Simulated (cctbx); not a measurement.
# Absolute structure of Er2Lu5Fe2Se2

Space group Imm2 (no. 44), a = 3.7580 Å, b = 15.4530 Å, c = 9.5420 Å, α = 90.00°, β = 90.00°, γ = 90.00°.

```csv
atom,mult.,x,y,z,Ueq (Å²)
Lu1,2,1/2,1/2,0.4947,0.0069
Lu2,4,0,0.3579,0.2652,0.0049
Lu3,4,1/2,0.6333,0.9152,0.0046
Er1,4,1/2,0.8130,0.1182,0.0056
Se1,2,1/2,1/2,0.1678,0.0053
Se2,2,0,1/2,0.7536,0.0062
Fe1,4,0,0.2368,0.9240,0.0089
```

The model is made up (kin elements in a known structure type, no relaxation), so it says nothing on whether the phase exists.

Data sets are simulated with cctbx and refined with Bijvoet mates kept apart; Flack x is then fitted as the share of an inverted twin with the atoms fixed, Hooft y from the Bijvoet differences. The group is acentric but holds improper operations, so there is an absolute structure (orientation) and no hand.

Untwinned crystal. What Flack and Hooft values should come out?

```csv
λ (Å),extinction (unmodelled),d min (Å),top counts,error (%),model,R1,Flack x,s.u.,Hooft y,s.u.,pairs
0.71073,0,0.77,5000,6,as given,0.0234,-0.05,0.06,-0.040,0.066,352
0.71073,0,0.77,5000,6,inverted,0.0273,1.04,0.06,1.042,0.066,352
1.54184,0,0.83,5000,6,as given,0.0253,-0.01,0.03,0.012,0.033,287
```

With Mo Kα, x is within 3 s.u. of 0, so the absolute structure is right, though an s.u. above 0.04 can't exclude a small twin share. With Cu Kα, x is within 3 s.u. of 0, so the absolute structure is right. Inverting the model turns x into about 1 − x.

A further crystal gives:

| λ (Å) | extinction (unmodelled) | d min (Å) | top counts | error (%) | model | R1 | Flack x | s.u. | Hooft y | s.u. | pairs |
| --- | --- | --- | --- | --- | --- | --- | --- | --- | --- | --- | --- |
| 1.54184 | 0.1 | 0.83 | 20000 | 1.5 | as given | 0.0110 | 0.140 | 0.012 | 0.144 | 0.012 | 288 |

**Question.** What is it?

It was simulated as an inversion twin with a fraction 0.15 of the inverted domain. Flack x is over 3 s.u. from both 0 and 1 and reads that fraction.

[Logs are printed without paths, hosts, clocks, repeated set-up lines and the standing remarks that a program may print on its own settings, such as how far it seeks lower states.]
